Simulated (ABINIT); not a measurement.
# Quasiparticle gap of Cs2AgSbBr6 (Fm-3m) in ABINIT, part 2 of 3

Aim: the G0W0 gap of Cs2AgSbBr6 (Fm-3m) on PBEsol, step by step.

ABINIT 10.8.3; PBEsol and many-body steps on it, plane waves. Known limits of the many-body steps: not at the basis limit; d shell near the gap, gap tends to lie low; no spin-orbit coupling; coarse k mesh.

So far. Step 2 (Ground state): The gap is indirect, with the least direct gap 1.15 eV higher.

## (3) Bands along the symmetry lines

Level of this step: DFT, PBEsol, plane waves, norm-conserving pseudopotentials (ABINIT).

Levels along a band path, at the cheap level, show where the edges lie and whether the meshes to come will hold them.

Input file run.abi:

```
acell 3*1.0 Angstrom
rprim 
  0.000000000000 5.689253000000 5.689253000000
  5.689253000000 0.000000000000 5.689253000000
  5.689253000000 5.689253000000 0.000000000000
ntypat 4
znucl 55 47 51 35
natom 10
typat 1 1 2 3 4 4 4 4 4 4
xred 
  0.750000000000 0.750000000000 0.750000000000
  0.250000000000 0.250000000000 0.250000000000
  0.500000000000 0.500000000000 0.500000000000
  0.000000000000 0.000000000000 0.000000000000
  0.751554000000 0.248446000000 0.248446000000
  0.248446000000 0.248446000000 0.751554000000
  0.248446000000 0.751554000000 0.751554000000
  0.248446000000 0.751554000000 0.248446000000
  0.751554000000 0.248446000000 0.751554000000
  0.751554000000 0.751554000000 0.248446000000
pp_dirpath "pseudos"
pseudos "Cs.upf, Ag.upf, Sb.upf, Br.upf"
ecut 40
iscf -2
irdden 1
kptopt 0
nkpt 20
kpt 
  0.00000000 0.00000000 0.00000000
  0.16666667 0.00000000 0.16666667
  0.33333333 0.00000000 0.33333333
  0.50000000 0.00000000 0.50000000
  0.54166667 0.08333333 0.54166667
  0.58333333 0.16666667 0.58333333
  0.62500000 0.25000000 0.62500000
  0.37500000 0.37500000 0.75000000
  0.25000000 0.25000000 0.50000000
  0.12500000 0.12500000 0.25000000
  0.00000000 0.00000000 0.00000000
  0.16666667 0.16666667 0.16666667
  0.33333333 0.33333333 0.33333333
  0.50000000 0.50000000 0.50000000
  0.50000000 0.41666667 0.58333333
  0.50000000 0.33333333 0.66666667
  0.50000000 0.25000000 0.75000000
  0.50000000 0.16666667 0.66666667
  0.50000000 0.08333333 0.58333333
  0.50000000 0.00000000 0.50000000
istwfk *1
nband 88
nbdbuf 2
tolwfr 1e-08
nstep 40
prtwf 0
prtvol 0
indata_prefix "in"
outdata_prefix "out"
tmpdata_prefix "tmp"
```

Command:

```
OMP_NUM_THREADS=1 mpirun -n 4 abinit run.abi > log
```

Numbers of over 12 decimals in the logs are rounded to 6 here.

What it wrote:

```text
.Version 10.8.3 of ABINIT. v10.8.2 released Aug 2026.

 Symmetries : space group Fm -3 m (#225); Bravais cF (face-center cubic)
[... echo of the input left out ...]
== DATASET  1 ==================================================================
-   mpi_nproc: 4, omp_nthreads: 1 (-1 if OMP is not activated)

--- !DatasetInfo
iteration_state: {dtset: 1, }
dimensions: {natom: 10, nkpt: 20, mband: 88, nsppol: 1, nspinor: 1, nspden: 1, mpw: 30155, }
cutoff_energies: {ecut:  40.0, pawecutdg:  -1.0, }
electrons: {nelect:   1.62000000E+02, charge:   0.00000000E+00, occopt:   1.00000000E+00, tsmear:   1.00000000E-02, }

 Real(R)+Recip(G) space primitive vectors, cartesian coordinates (Bohr,Bohr^-1):
 R(1)=  0.0000000 10.7511300 10.7511300  G(1)= -0.0465067  0.0465067  0.0465067
 R(2)= 10.7511300  0.0000000 10.7511300  G(2)=  0.0465067 -0.0465067  0.0465067
 R(3)= 10.7511300 10.7511300  0.0000000  G(3)=  0.0465067  0.0465067 -0.0465067
 Unit cell volume ucvol=  2.4853774E+03 bohr^3
 Angles (23,13,12)=  6.00000000E+01  6.00000000E+01  6.00000000E+01 degrees

 getcut: wavevector=  0.0000  0.0000  0.0000  ngfft=  90  90  90
         ecut(hartree)=     40.000   => boxcut(ratio)=   2.07937

--- Pseudopotential description ------------------------------------------------
- Cs Generated using ONCVPSP code by D. R. Hamann
- 55.00000   9.00000  180301                  znucl, zion, pspdat
12 -116133 3 -1 2384                          pspcod,pspxc,lmax,lloc,mmax
     nproj     2     2     2     2
  pspatm : epsatm=   22.12462466
         --- l  ekb(1:nproj) -->
             0    6.214110    0.767882
             1    6.311966    0.793598
             2    3.769790    0.913105
[...]
pspatm: atomic psp has been read  and splines computed

- Ag Generated using ONCVPSP code by D. R. Hamann
- 47.00000  19.00000  180301                  znucl, zion, pspdat
12 -116133 2 -1 1538                          pspcod,pspxc,lmax,lloc,mmax
     nproj     2     2     2     0
  pspatm : epsatm=   27.64581140
         --- l  ekb(1:nproj) -->
[...]
pspatm: atomic psp has been read  and splines computed

- Sb Generated using ONCVPSP code by D. R. Hamann
- 51.00000  23.00000  180301                  znucl, zion, pspdat
12 -116133 2 -1 1434                          pspcod,pspxc,lmax,lloc,mmax
     nproj     2     2     2     0
  pspatm : epsatm=   28.18805412
         --- l  ekb(1:nproj) -->
[...]
pspatm: atomic psp has been read  and splines computed

- Br Generated using ONCVPSP code by D. R. Hamann
- 35.00000  17.00000  180301                  znucl, zion, pspdat
12 -116133 2 -1 1098                          pspcod,pspxc,lmax,lloc,mmax
     nproj     2     2     2     0
  pspatm : epsatm=   31.49815384
         --- l  ekb(1:nproj) -->
[...]
pspatm: atomic psp has been read  and splines computed

[...]
-5.0162E-03 -1.0238E-03  6.0647E-03  6.0647E-03  1.3252E-02  1.3252E-02
  2.5725E-02  3.6802E-02  7.2154E-02  1.5720E-01  1.5720E-01  1.6880E-01
[...]
--- !ResultsGS
iteration_state: {dtset: 1, }
comment   : Summary of ground state results
lattice_vectors:
- [  0.0000000,  10.7511300,  10.7511300, ]
- [ 10.7511300,   0.0000000,  10.7511300, ]
- [ 10.7511300,  10.7511300,   0.0000000, ]
lattice_lengths: [  15.20439,   15.20439,   15.20439, ]
lattice_angles: [ 60.000,  60.000,  60.000, ] # degrees, (23, 13, 12)
lattice_volume:   2.4853774E+03
convergence: {deltae:  0.000E+00, res2:  0.000E+00, residm:  9.997E-09, diffor:  0.000E+00, }
etotal    :  -1.26649344E+03
entropy   :   0.00000000E+00
fermie    :   7.21535827E-02
cartesian_stress_tensor: null
pressure_GPa: null
xred      :
- [  7.5000E-01,   7.5000E-01,   7.5000E-01, Cs]
- [  2.5000E-01,   2.5000E-01,   2.5000E-01, Cs]
- [  5.0000E-01,   5.0000E-01,   5.0000E-01, Ag]
- [  0.0000E+00,   0.0000E+00,   0.0000E+00, Sb]
- [  7.5155E-01,   2.4845E-01,   2.4845E-01, Br]
- [  2.4845E-01,   2.4845E-01,   7.5155E-01, Br]
- [  2.4845E-01,   7.5155E-01,   7.5155E-01, Br]
- [  2.4845E-01,   7.5155E-01,   2.4845E-01, Br]
- [  7.5155E-01,   2.4845E-01,   7.5155E-01, Br]
- [  7.5155E-01,   7.5155E-01,   2.4845E-01, Br]
cartesian_forces: null
force_length_stats: {min: null, max: null, mean: null, }

 Integrated electronic density in atomic spheres:
 ------------------------------------------------
 Atom  Sphere_radius  Integrated_density
[...]
================================================================================

 ----iterations are completed or convergence reached----

 Mean square residual over all n,k,spin=   63.119E-10; max=  99.973E-10
 reduced coordinates (array xred) for   10 atoms
[...]
0.751554000000      0.248446000000      0.751554000000
       0.751554000000      0.751554000000      0.248446000000

 cartesian coordinates (angstrom) at end:
[...]
9      5.689253     8.551562     5.689253
   10      5.689253     5.689253     8.551562
 length scales=  1.889726125908  1.889726125908  1.889726125908 bohr
              =  1.000000000000  1.000000000000  1.000000000000 angstroms
 prteigrs : about to open file out_EIG
 Eigenvalues (hartree) for nkpt=  20  k points:
 kpt#   1, nband= 88, wtk=  1.00000, kpt=  0.0000  0.0000  0.0000 (reduced coord)
[...]
kpt#   2, nband= 88, wtk=  1.00000, kpt=  0.1667  0.0000  0.1667 (reduced coord)
[...]
kpt#   3, nband= 88, wtk=  1.00000, kpt=  0.3333  0.0000  0.3333 (reduced coord)
[...]
kpt#  19, nband= 88, wtk=  1.00000, kpt=  0.5000  0.0833  0.5833 (reduced coord)
[...]
kpt#  20, nband= 88, wtk=  1.00000, kpt=  0.5000  0.0000  0.5000 (reduced coord)
[...]
-0.00502   -0.00102    0.00606    0.00606    0.01325    0.01325    0.02573    0.03680
   0.07215    0.15720    0.15720    0.16880    0.21157    0.25772    0.27936    0.28020

== END DATASET(S) ==============================================================
================================================================================

 -outvars: echo values of variables after computation  --------
            nband          88
             nkpt          20
          spgroup         225
 [... the other variables as echoed above ...]

 Calculation completed.
```

Run time: 11 min. Hardware: 4 MPI ranks of Arm Neoverse V2, shared host; peak memory 1.5 GiB; 45 min of CPU time.

Numbers from this step:

* gap: 0.8123 eV
* k of the valence top: 0.5, 0, 0.5
* k of the conduction bottom: 0.5, 0.5, 0.5
* least direct gap: 1.842 eV

The gap is 0.812 eV, as in the run before at this level.

Electronic bands along the path, in eV, zero at the top of the highest filled band:

| point | band 78 | band 79 | band 80 | band 81 | band 82 | band 83 | band 84 | band 85 |
| --- | --- | --- | --- | --- | --- | --- | --- | --- |
| Γ | -1.25 | -1.25 | -0.96 | -0.96 | 1.89 | 1.89 | 1.89 | 3.39 |
| X | -1.60 | -1.26 | -0.96 | 0.00 | 2.31 | 2.31 | 2.63 | 3.79 |
| U | -1.57 | -1.44 | -1.21 | -0.19 | 1.83 | 2.55 | 2.77 | 4.51 |
| jump to K | -1.57 | -1.44 | -1.21 | -0.19 | 1.83 | 2.55 | 2.77 | 4.51 |
| Γ | -1.25 | -1.25 | -0.96 | -0.96 | 1.89 | 1.89 | 1.89 | 3.39 |
| L | -1.52 | -1.36 | -1.36 | -1.17 | 0.81 | 3.14 | 3.14 | 4.70 |
| W | -1.49 | -1.49 | -1.44 | -0.10 | 2.11 | 2.49 | 2.49 | 4.67 |
| X | -1.60 | -1.26 | -0.96 | 0.00 | 2.31 | 2.31 | 2.63 | 3.79 |

## (4) Empty states on the mesh, 2×2×2 mesh, 250 bands

The sums over transitions need many empty states on a uniform mesh; this step solves for them.

Input file run.abi:

```
acell 3*1.0 Angstrom
rprim 
  0.000000000000 5.689253000000 5.689253000000
  5.689253000000 0.000000000000 5.689253000000
  5.689253000000 5.689253000000 0.000000000000
ntypat 4
znucl 55 47 51 35
natom 10
typat 1 1 2 3 4 4 4 4 4 4
xred 
  0.750000000000 0.750000000000 0.750000000000
  0.250000000000 0.250000000000 0.250000000000
  0.500000000000 0.500000000000 0.500000000000
  0.000000000000 0.000000000000 0.000000000000
  0.751554000000 0.248446000000 0.248446000000
  0.248446000000 0.248446000000 0.751554000000
  0.248446000000 0.751554000000 0.751554000000
  0.248446000000 0.751554000000 0.248446000000
  0.751554000000 0.248446000000 0.751554000000
  0.751554000000 0.751554000000 0.248446000000
pp_dirpath "pseudos"
pseudos "Cs.upf, Ag.upf, Sb.upf, Br.upf"
ecut 40
ngkpt 2 2 2
nshiftk 1
shiftk 0 0 0
kptopt 1
chksymbreak 0
iscf -2
irdden 1
istwfk *1
nband 250
nbdbuf 22
tolwfr 1e-09
nstep 60
prtvol 0
indata_prefix "in"
outdata_prefix "out"
tmpdata_prefix "tmp"
```

Command:

```
OMP_NUM_THREADS=1 mpirun -n 3 abinit run.abi > log
```

What it wrote:

```text
.Version 10.8.3 of ABINIT. v10.8.2 released Aug 2026.

 Symmetries : space group Fm -3 m (#225); Bravais cF (face-center cubic)
[... echo of the input left out ...]
== DATASET  1 ==================================================================
-   mpi_nproc: 3, omp_nthreads: 1 (-1 if OMP is not activated)

--- !DatasetInfo
iteration_state: {dtset: 1, }
dimensions: {natom: 10, nkpt: 3, mband: 250, nsppol: 1, nspinor: 1, nspden: 1, mpw: 30155, }
cutoff_energies: {ecut:  40.0, pawecutdg:  -1.0, }
electrons: {nelect:   1.62000000E+02, charge:   0.00000000E+00, occopt:   1.00000000E+00, tsmear:   1.00000000E-02, }

 Real(R)+Recip(G) space primitive vectors, cartesian coordinates (Bohr,Bohr^-1):
 R(1)=  0.0000000 10.7511300 10.7511300  G(1)= -0.0465067  0.0465067  0.0465067
 R(2)= 10.7511300  0.0000000 10.7511300  G(2)=  0.0465067 -0.0465067  0.0465067
 R(3)= 10.7511300 10.7511300  0.0000000  G(3)=  0.0465067  0.0465067 -0.0465067
 Unit cell volume ucvol=  2.4853774E+03 bohr^3
 Angles (23,13,12)=  6.00000000E+01  6.00000000E+01  6.00000000E+01 degrees

 getcut: wavevector=  0.0000  0.0000  0.0000  ngfft=  90  90  90
         ecut(hartree)=     40.000   => boxcut(ratio)=   2.07937

--- Pseudopotential description ------------------------------------------------
- Cs Generated using ONCVPSP code by D. R. Hamann
- 55.00000   9.00000  180301                  znucl, zion, pspdat
12 -116133 3 -1 2384                          pspcod,pspxc,lmax,lloc,mmax
     nproj     2     2     2     2
  pspatm : epsatm=   22.12462466
         --- l  ekb(1:nproj) -->
             0    6.214110    0.767882
             1    6.311966    0.793598
             2    3.769790    0.913105
[...]
pspatm: atomic psp has been read  and splines computed

- Ag Generated using ONCVPSP code by D. R. Hamann
- 47.00000  19.00000  180301                  znucl, zion, pspdat
12 -116133 2 -1 1538                          pspcod,pspxc,lmax,lloc,mmax
     nproj     2     2     2     0
  pspatm : epsatm=   27.64581140
         --- l  ekb(1:nproj) -->
[...]
pspatm: atomic psp has been read  and splines computed

- Sb Generated using ONCVPSP code by D. R. Hamann
- 51.00000  23.00000  180301                  znucl, zion, pspdat
12 -116133 2 -1 1434                          pspcod,pspxc,lmax,lloc,mmax
     nproj     2     2     2     0
  pspatm : epsatm=   28.18805412
         --- l  ekb(1:nproj) -->
[...]
pspatm: atomic psp has been read  and splines computed

- Br Generated using ONCVPSP code by D. R. Hamann
- 35.00000  17.00000  180301                  znucl, zion, pspdat
12 -116133 2 -1 1098                          pspcod,pspxc,lmax,lloc,mmax
     nproj     2     2     2     0
  pspatm : epsatm=   31.49815384
         --- l  ekb(1:nproj) -->
[...]
pspatm: atomic psp has been read  and splines computed

[...]
1.89E-04  9.36E-05
 -5.2461E+00 -3.5190E+00 -3.5190E+00 -3.5190E+00 -3.2497E+00 -2.1456E+00
 -2.1456E+00 -2.1456E+00 -2.1456E+00 -2.1456E+00 -2.1456E+00 -2.1435E+00
 -2.1435E+00 -2.1435E+00 -2.1435E+00 -2.1435E+00 -2.1435E+00 -2.1435E+00
[...]
1.1167E+00  1.1167E+00  1.1448E+00  1.1448E+00  1.1448E+00  1.1513E+00
  1.1513E+00  1.1514E+00  1.1548E+00  1.1548E+00  1.1549E+00  1.1572E+00
  1.1573E+00  1.1777E+00  1.1802E+00  1.1826E+00
 prteigrs : prtvol=0 or 1, do not print more k-points.

--- !ResultsGS
iteration_state: {dtset: 1, }
comment   : Summary of ground state results
lattice_vectors:
- [  0.0000000,  10.7511300,  10.7511300, ]
- [ 10.7511300,   0.0000000,  10.7511300, ]
- [ 10.7511300,  10.7511300,   0.0000000, ]
lattice_lengths: [  15.20439,   15.20439,   15.20439, ]
lattice_angles: [ 60.000,  60.000,  60.000, ] # degrees, (23, 13, 12)
lattice_volume:   2.4853774E+03
convergence: {deltae:  0.000E+00, res2:  0.000E+00, residm:  9.975E-10, diffor:  0.000E+00, }
etotal    :  -1.26649344E+03
entropy   :   0.00000000E+00
fermie    :   7.21535827E-02
cartesian_stress_tensor: null
pressure_GPa: null
xred      :
- [  7.5000E-01,   7.5000E-01,   7.5000E-01, Cs]
- [  2.5000E-01,   2.5000E-01,   2.5000E-01, Cs]
- [  5.0000E-01,   5.0000E-01,   5.0000E-01, Ag]
- [  0.0000E+00,   0.0000E+00,   0.0000E+00, Sb]
- [  7.5155E-01,   2.4845E-01,   2.4845E-01, Br]
- [  2.4845E-01,   2.4845E-01,   7.5155E-01, Br]
- [  2.4845E-01,   7.5155E-01,   7.5155E-01, Br]
- [  2.4845E-01,   7.5155E-01,   2.4845E-01, Br]
- [  7.5155E-01,   2.4845E-01,   7.5155E-01, Br]
- [  7.5155E-01,   7.5155E-01,   2.4845E-01, Br]
cartesian_forces: null
force_length_stats: {min: null, max: null, mean: null, }

 Integrated electronic density in atomic spheres:
 ------------------------------------------------
 Atom  Sphere_radius  Integrated_density
[...]
================================================================================

 ----iterations are completed or convergence reached----

 Mean square residual over all n,k,spin=   53.311E-11; max=  99.752E-11
 reduced coordinates (array xred) for   10 atoms
[...]
0.751554000000      0.248446000000      0.751554000000
       0.751554000000      0.751554000000      0.248446000000

 cartesian coordinates (angstrom) at end:
    1      8.533879     8.533879     8.533879
    2      2.844626     2.844626     2.844626
[...]
9      5.689253     8.551562     5.689253
   10      5.689253     5.689253     8.551562
 length scales=  1.889726125908  1.889726125908  1.889726125908 bohr
              =  1.000000000000  1.000000000000  1.000000000000 angstroms
 prteigrs : about to open file out_EIG
 Eigenvalues (hartree) for nkpt=   3  k points:
 kpt#   1, nband=250, wtk=  0.12500, kpt=  0.0000  0.0000  0.0000 (reduced coord)
[...]
1.11108    1.11673    1.11673    1.11673    1.14479    1.14479    1.14480    1.15128
   1.15129    1.15142    1.15483    1.15485    1.15492    1.15721    1.15729    1.17767
   1.18023    1.18255
 prteigrs : prtvol=0 or 1, do not print more k-points.

== END DATASET(S) ==============================================================
================================================================================

 -outvars: echo values of variables after computation  --------
            nband         250
             nkpt           3
          spgroup         225
 [... the other variables as echoed above ...]

 Calculation completed.
```

The job ended after 8.8 min (3 MPI ranks; peak memory 0.92 GiB; 26 min of CPU time).

This step gave:

* gap: 0.8123 eV
* k of the valence top: 0.5, 0.5, 0
* k of the conduction bottom: 0.5, 0, 0
* least direct gap: 1.981 eV
* k points computed: 3
* lowest point of the top converged band, above the valence top: 27.47 eV

On this mesh the gap is 0.812 eV.

## (5) Screening, 2×2×2 mesh, 228 bands, screening to 81.6 eV

The RPA dielectric matrix is built and inverted for each q.

This step: RPA screening on PBEsol, plane waves, norm-conserving pseudopotentials.

run.abi, as its differences from that of step 4:

```diff
@@ -28,10 +28,11 @@
 chksymbreak 0
-iscf -2
-irdden 1
 istwfk *1
-nband 250
-nbdbuf 22
-tolwfr 1e-09
-nstep 60
-prtvol 0
+occopt 1
+irdwfk 1
+optdriver 3
+nband 228
+ecuteps 3
+inclvkb 2
+awtr 1
+symchi 1
 indata_prefix "in"
```

Command:

```
OMP_NUM_THREADS=1 mpirun -n 4 abinit run.abi > log
```

What it wrote:

```text
.Version 10.8.3 of ABINIT. v10.8.2 released Aug 2026.

 Symmetries : space group Fm -3 m (#225); Bravais cF (face-center cubic)
[... echo of the input left out ...]
== DATASET  1 ==================================================================
-   mpi_nproc: 4, omp_nthreads: 1 (-1 if OMP is not activated)

--- !DatasetInfo
iteration_state: {dtset: 1, }
dimensions: {natom: 10, nkpt: 3, mband: 228, nsppol: 1, nspinor: 1, nspden: 1, mpw: 30155, }
cutoff_energies: {ecut:  40.0, pawecutdg:  -1.0, }
electrons: {nelect:   1.62000000E+02, charge:   0.00000000E+00, occopt:   1.00000000E+00, tsmear:   1.00000000E-02, }

 SCREENING: Calculation of the susceptibility and dielectric matrices

 Based on a program developped by R.W. Godby, V. Olevano, G. Onida, and L. Reining.
 Incorporated in ABINIT by V. Olevano, G.-M. Rignanese, and M. Torrent.
.Using double precision arithmetic ; gwpc =  8

[... cell and pseudopotentials left out ...]
--------------------------------------------------------------------------------

 ==== K-mesh for the wavefunctions ====
 Number of points in the irreducible wedge :     3
[... list of points left out ...]
 Together with 48 symmetry operations and time-reversal symmetry
 yields     8 points in the full Brillouin Zone.

 ==== Q-mesh for the screening function ====
 Number of points in the irreducible wedge :     3
[... list of points left out ...]
 Together with 48 symmetry operations and time-reversal symmetry
 yields     8 points in the full Brillouin Zone.

 setmesh: FFT mesh size selected  =    60x   60x   60
          total number of points  =       216000

 vcoul_init : cutoff-mode = AUXILIARY_FUNCTION
 q-points for optical limit:   1
     1)      0.000010    0.000020    0.000030

- screening: taking advantage of time-reversal symmetry
- Maximum band index for partially occupied states nbvw = 81
- Remaining bands to be divided among processors   nbcw = 147
- Number of bands treated by each node ~36

 Number of electrons calculated from density =  162.0000; Expected =  162.0000
 average of density, n =  0.065181
 r_s =    1.5415
 omega_plasma =   24.6273 [eV]

 calculating chi0 at frequencies [eV] :
  1    0.000000E+00    0.000000E+00
  2    0.000000E+00    2.462731E+01

--------------------------------------------------------------------------------
  q-point number  1        q = ( 0.000000, 0.000000, 0.000000) [r.l.u.]
--------------------------------------------------------------------------------
[... chi0 elements left out ...]
 For q-point:  0.000010 0.000020 0.000030
  dielectric constant =   6.6128
  dielectric constant without local fields =   7.7956

  Average fulfillment of the sum rule on Im[epsilon] for q-point    1 :     34.61  [%]
[... wings left out ...]
  q-point number  2        q = ( 0.500000, 0.000000, 0.000000) [r.l.u.]
--------------------------------------------------------------------------------
[... chi0 elements left out ...]
  Average fulfillment of the sum rule on Im[epsilon] for q-point    2 :     38.20  [%]

 [... 1 further q-points ...]
```

Elapsed: 8.1 min, on 4 MPI ranks; peak memory 8.4 GiB.

This step gave:

| Property | Result |
| --- | --- |
| ε∞ with local fields, on this mesh, along the program's q direction | 6.613 |
| the same without local fields | 7.796 |
| plasma frequency | 24.63 eV |
| plane waves in the screening matrix | 609 |

Local fields lower ε∞ by 15 %. On a Γ-centred mesh this coarse the value itself is usually too large, while a short band sum pulls it down.

(Continued in part 3 of 3.)

[Paths, hosts, dates, memory and timing lines, banners, echoed tables and standing remarks are left out of the program output.]

[Logs are printed without paths, hosts, clocks, repeated set-up lines and the standing remarks that a program may print on its own settings, such as how far it seeks lower states.]

[Runs of the session that timed out or met a known fault of the program may be left out.]

[Hosts, paths, dates, database ids (printed as entryN), source tags and the programs' standing remarks are cut or masked in the printed files.]

[G0W0 gaps are taken among the corrected bands and points alone; a level outside them can change the order at an edge.]

[Where Ansatz stands beside ABINIT at settings called matched, ABINIT's density can come from a denser mesh and the files from another edition; pairs whose starting gaps differed by over 0.03 eV were left out, so agreement reads better than it is.]
